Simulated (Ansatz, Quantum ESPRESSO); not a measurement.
# AlBiTe3 (Pm-3m): zone-centre phonons, part 3 of 3

Wanted: the vibrations of AlBiTe3 (Pm-3m) at Γ, by two programs.

Quantum ESPRESSO 8.0 development, patched; DFT LDA, scalar-relativistic, plane waves, PseudoDojo norm-conserving pseudopotentials.

So far, highest optical zone-centre mode (no LO-TO term) (cm⁻¹): step 6 (modes with the sum rule) 309; step 7 (without ASR) 309.

The structure was built from a prototype and need not be the compound's stable phase.

## (9) A second program

The same cell goes through another code at the same cutoff. The files are of one family, but Ansatz's library holds files of its own making for some heavy elements, so those for Bi and Te may differ. Its k mesh is centred on Γ.

This step: DFT LDA, scalar-relativistic, plane waves, norm-conserving pseudopotentials of its library (PseudoDojo's, some remade) (Ansatz 0.2.0).

input.yaml

```yaml
crystal:
  lattice:
    - [5.2128157468, 0.0, 0.0]
    - [0.0, 5.2128157468, 0.0]
    - [0.0, 0.0, 5.2128157468]
  atoms:
    - { symbol: Bi, position: [0.0, 0.0, 0.0] }
    - { symbol: Al, position: [0.5, 0.5, 0.5] }
    - { symbol: Te, position: [0.5, 0.5, 0.0] }
    - { symbol: Te, position: [0.5, 0.0, 0.5] }
    - { symbol: Te, position: [0.0, 0.5, 0.5] }
kpoints:
  mp_grid: { grid: [6, 6, 6] }
hamiltonian:
  xc: lda
  pseudopotentials: { kind: nc, accuracy: standard }
scf:
  occupations: { method: cold, width: 0.27211 }
output:
  eigenvalues: true
basis:
  ecutwfc: 1115.667
phonons:
  method: dfpt
```

Launch:

```sh
$ ansatz run input.yaml --threads 4 --pin off --max-ram 16384MiB --backend cpu --events-out ev --progress --plain --runs-dir out
```

Output:

```text
Warning: basis.ecutwfc = 1115.667 eV is below the records' recommended 1120 eV, and the density's cutoff is lower with it unless basis.ecutrho_ratio is high enough to keep the records' density cutoff: compare with a run at a higher cutoff
zone centre: on kpoints.mp_grid the ground state, and the responses unless they are solved on pairs of k-points, stand on 64 of the mesh's 216 k-points, reduced under 8 symmetry operations, with k and −k counted as one. Each operation leaves every solved displacement unchanged or reverses it
Engine: ansatz 0.2.0, x86_64-unknown-linux-gnu
Pseudopotentials: kind: nc
Pseudopotential: Bi, nc, valence charge 15, recommended cutoff 952.398519 eV (normal), Bi.nc.azcp (PseudoDojo's, or run here from an input of PseudoDojo's; its table is named by hamiltonian.pseudopotentials.accuracy)
Pseudopotential: Al, nc, valence charge 3, recommended cutoff 598.650497 eV (normal), Al.nc.azcp (PseudoDojo's, or run here from an input of PseudoDojo's; its table is named by hamiltonian.pseudopotentials.accuracy)
Pseudopotential: Te, nc, valence charge 16, recommended cutoff 1120 eV (normal), Te.nc.azcp (PseudoDojo's, or run here from an input of PseudoDojo's; its table is named by hamiltonian.pseudopotentials.accuracy)
Functional definition: SPW92
  exchange = slater_x
  correlation = pw_c
Crystal: 5 atoms, lattice volume = 141.650 Å³
Basis set: ecut = 1115.667 eV, 11981 PW (Γ), exchange–correlation on 120×120×120 points (8 copies of the dense FFT grid, shifted against one another)
Bands: 40, of which v1, the nominal top of the filled ones, is band 33 counted from 1 (32 counted from 0)
Symmetry: 48 space group operations
k-points: 64 of 216 (irreducible under 8 space group operations)
Non-local potential: Bi, projectors of the file, l = 0: 2, l = 1: 2, l = 2: 2, l = 3: 2
Non-local potential: Al, projectors of the file, l = 0: 2, l = 1: 2, l = 2: 2
Non-local potential: Te, projectors of the file, l = 0: 3, l = 1: 2, l = 2: 2, l = 3: 2
Initial density: superposition of atomic densities (chi_scale 0.1, normalization cell, long waves kept (reshape's long-wave potential 0.00 eV rms))
Initial wavefunctions: pseudopotential atomic-orbital guess
Functional: x = slater, c = lda
SCF iter   1: F=—  HF=-10822.094632 eV  |F-HF|=—  |Δ(HF+E_count)|=         —  Δρ=2.23e-2  dr2=2.19e0  ethr=3.10e-3  ⟨swp⟩=7.5  Hψ=10681  notcnv=0
preconditioner: auto → Kerker (q_TF=auto, 2.402 Å⁻¹)  [metal: Δε(μ)=0.024 eV  Ē_g=8.387 eV  σ=0.272 eV  W_gap=0.06  n_scr=26 (ndim 8)  ℏωp=15.9 eV  f_vac=0.000  D(μ)=4.77/eV (n_scr^D=32)]
SCF iter   2: F=—  HF=-10821.766472 eV  |F-HF|=—  |Δ(HF+E_count)|=   3.28e-1  S|Δr|=    0.00e0  Δρ=1.30e-2  dr2=7.03e-1  ethr=3.10e-3  ⟨swp⟩=1.0  Hψ=3072  notcnv=0
SCF iter   3: F=—  HF=-10821.605392 eV  |F-HF|=—  |Δ(HF+E_count)|=   1.61e-1  S|Δr|=    0.00e0  Δρ=1.75e-3  dr2=6.10e-3  ethr=1.07e-3  ⟨swp⟩=2.0  Hψ=2888  notcnv=0
SCF iter   4: F=—  HF=-10821.606968 eV  |F-HF|=—  |Δ(HF+E_count)|=   1.58e-3  S|Δr|=    0.00e0  Δρ=5.64e-4  dr2=5.37e-4  ethr=9.24e-6  ⟨swp⟩=2.5  Hψ=5606  notcnv=0  defer=30
SCF iter   5: F=—  HF=-10821.606886 eV  |F-HF|=—  |Δ(HF+E_count)|=   8.12e-5  S|Δr|=    0.00e0  Δρ=2.54e-4  dr2=9.24e-5  ethr=8.14e-7  ⟨swp⟩=2.1  Hψ=4610  notcnv=0  defer=30
SCF iter   6: F=—  HF=-10821.606847 eV  |F-HF|=—  |Δ(HF+E_count)|=   3.95e-5  S|Δr|=    0.00e0  Δρ=7.45e-5  dr2=9.17e-6  ethr=1.40e-7  ⟨swp⟩=2.4  Hψ=4445  notcnv=0  defer=30
SCF iter   7: F=—  HF=-10821.606847 eV  |F-HF|=—  |Δ(HF+E_count)|=   1.97e-7  S|Δr|=    0.00e0  Δρ=1.65e-5  dr2=5.23e-7  ethr=1.39e-8  ⟨swp⟩=2.3  Hψ=3782  notcnv=0  defer=30
SCF iter   8: F=—  HF=-10821.606637 eV  |F-HF|=—  |Δ(HF+E_count)|=   2.09e-4  S|Δr|=    0.00e0  Δρ=3.26e-6  dr2=1.60e-8  ethr=7.93e-10  ⟨swp⟩=2.0  Hψ=3467  notcnv=0  defer=38
SCF iter   9: F=—  HF=-10821.606637 eV  |F-HF|=—  |Δ(HF+E_count)|=  1.20e-10  S|Δr|=    0.00e0  Δρ=6.57e-7  dr2=4.48e-10  ethr=2.42e-11  ⟨swp⟩=2.1  Hψ=3512  notcnv=0  defer=38
SCF iter  10: F=—  HF=-10821.606637 eV  |F-HF|=—  |Δ(HF+E_count)|=  1.46e-11  S|Δr|=    0.00e0  Δρ=1.01e-7  dr2=1.08e-11  ethr=1.00e-12  ⟨swp⟩=2.5  Hψ=4032  notcnv=0  defer=38
SCF iter  11: F=-10821.606637 eV  HF=-10821.606637 eV  |F-HF|=0.00e0  |Δ(HF+E_count)|=    0.00e0  S|Δr|=    0.00e0  Δρ=3.73e-8  dr2=1.84e-12  ethr=1.00e-12  ⟨swp⟩=12.9  Hψ=15184  notcnv=0
SCF 1 converged in 11 iterations: F = -10821.606637 eV  dr2 = 1.84e-12
DFPT response loops at Γ: preconditioner auto → Kerker (q_TF=auto, 2.402 Å⁻¹) (partly filled bands, converged f_vac=0.000); β = 1.00, the filter's whole step (`scf.mixing.beta` (0.50) is not read by the response loops under this deck's `scf.mixing.preconditioner`; to damp them name `kerker` or `kerker_dos`, under which they read `scf.mixing.beta`, and type it under 1.00, their step now; both keys bind the ground state too); Broyden in place of MSR1
SCF converged after 11 iterations
Stability not checked: this state was not tested for a lower state beside it, because cold or Methfessel-Paxton smearing, or corrected tetrahedra, fill the levels in a way that the test cannot read (fill_not_monotonic; see scf.lower_state_search)
Free energy (F): -10821.606637 eV
Harris-Foulkes:  -10821.606637 eV  (|F-HF|=0.00e0)
Internal energy: -10821.565511 eV  (E = F + TS)
E sigma→0 (E₀):  -10821.592929 eV
Entropy (-TS):   -0.041127 eV (-8.225 meV/atom)
Fermi energy:    9.754933 eV
--- Per-component energies (eV) ---
  E_band       = -830.021851
  E_kinetic    = 5721.762948
  E_local      = -7291.902195  (includes V_loc(G=0)·N_el)
  E_nonlocal   = -2759.625953
  E_hartree    = 2548.591347
  E_xc         = -2581.510942
  E_vxc        = -1597.439315  (∫ρ·V_xc dr)
  E_ewald      = -6458.880715
  E_smearing   = -0.041127  (= −TS)
  E_closure    = -0.000000  (closes the sum)
  Σ components = -10821.606637   (vs F -10821.606637, Δ=0.00e0)
--- Band table (eV; the first three rows and the last of 64) ---
  k-point 0: bands = [... 29 lower, 8.1693, 8.3560, 8.7125, 8.7125, 8.7125, 12.0592, 12.0592, 12.0592, ... 3 higher]
  k-point 1: bands = [... 29 lower, 7.9018, 8.4909, 8.6525, 8.6525, 9.5881, 11.3351, 11.7268, 11.7268, ... 3 higher]
  k-point 2: bands = [... 29 lower, 7.3152, 8.1219, 8.8797, 8.8797, 9.9802, 11.0668, 11.0668, 11.1158, ... 3 higher]
  k-point 63: bands = [... 29 lower, 8.8488, 10.5682, 10.5682, 10.5682, 11.7010, 11.7010, 11.7010, 12.7431, ... 3 higher]
--- Phonons (Γ-DFPT): 4 representative perturbations + reference, on 64 of 216 k-points (Σ response iterations 15) ---
  k mesh reduced under 8 symmetry operations, with k and −k counted as one. Each operation leaves every solved displacement unchanged or reverses it
  ASR residual: 1.605e-4 → 0.000e0 eV/Å²; symmetrization residual: 4.768e-5 eV/Å²
  ASR residual per site (eV/Å²): 2.43e-5 1.46e-6 1.60e-4 1.60e-4 1.60e-4
  Γ frequencies (cm⁻¹): -71.06 -71.06 -71.06 -66.85 -66.85 -66.85 0.00 0.00 0.00 24.35 24.35 24.35 308.41 308.41 308.41
  non-analytic LO–TO correction: not included (Born effective charges unavailable; polar crystals: no LO–TO splitting at Γ)
```

The job ended after 1.8 min (4 threads of AMD EPYC 9R14 (Zen 4), shared host; peak memory 5 GiB; 6.7 min of CPU time).

This step gave:

```yaml
sum_rule_residual_before_enforcement: 1.60e-4 eV/Å²
highest_optical_zone_centre_mode_no_lo_to_term: 308.4 cm⁻¹
lowest_optical_zone_centre_mode: -71.06 cm⁻¹
```

## (10) The two compared: QE PseudoDojo and Ansatz, library NC

Numbers from this step:

| Property | Result |
| --- | --- |
| root-mean-square difference | 0.6 cm⁻¹ |
| largest difference | 0.89 cm⁻¹ |

The 12 of 12 modes that differ most. Frequencies side by side:

```
q (reciprocal lattice)  mode  QE PseudoDojo (cm⁻¹)  Ansatz, library NC (cm⁻¹)
                 0 0 0     1                -70.57                     -71.06
                 0 0 0     2                -70.57                     -71.06
                 0 0 0     3                -70.57                     -71.06
                 0 0 0     4                -66.71                     -66.85
                 0 0 0     5                -66.71                     -66.85
                 0 0 0     6                -66.71                     -66.85
                 0 0 0    10                 23.74                      24.35
                 0 0 0    11                 23.74                      24.35
                 0 0 0    12                 23.74                      24.35
                 0 0 0    13                 309.3                      308.4
                 0 0 0    14                 309.3                      308.4
                 0 0 0    15                 309.3                      308.4
```

At the zone centre the largest difference (acoustic modes at Γ apart) is 0.3 % of the highest mode.

## (11) What came out

| Property | Result |
| --- | --- |
| space group after relaxation | Pm-3m |
| volume per atom | 28.3 Å³ |
| highest optical zone-centre mode (no LO-TO term) | 309.3 cm⁻¹ |
| lowest optical zone-centre mode | -70.6 cm⁻¹ |
| imaginary optical modes at the zone centre (no q mesh in this session) | yes |
| largest difference from Ansatz, library NC | 0.89 cm⁻¹ |

In words: At the LDA level the optical modes of AlBiTe3 (Pm-3m) at the zone centre run from 71i to 309 cm⁻¹, so the structure is a saddle point, with 6 modes beyond 10i cm⁻¹ there. Of the 12 optical modes, 9 are infrared active alone and 3 are silent. QE PseudoDojo and Ansatz, library NC agree to 0.89 cm⁻¹ (0.3 % of the highest mode compared) on all solved modes but the acoustic ones at Γ, without the LO-TO term. These are harmonic frequencies at zero temperature: anharmonic shifts and linewidths and thermal expansion are left out. Spin-orbit coupling is left out, which can matter for the heavy elements here. In a metal the frequencies hang on the k mesh and the smearing, most of all near Kohn anomalies. The total energies of the two programs lie far apart, so at least one potential file in Ansatz's library differs from the published one read by the first program. The build is a development version in which the Raman tensors of release 7.5 are mended; dynmat.x leaves out the electro-optic term of LO lines. The structure is a hypothetical one, built on a prototype.

[Host names and launcher messages were left out of these logs when they were recorded.]

[Logs are printed without paths, hosts, clocks, repeated set-up lines and the standing remarks that a program may print on its own settings, such as how far it seeks lower states.]

[Hosts, paths, dates, database ids (printed as entryN), source tags and the programs' standing remarks are cut or masked in the printed files.]
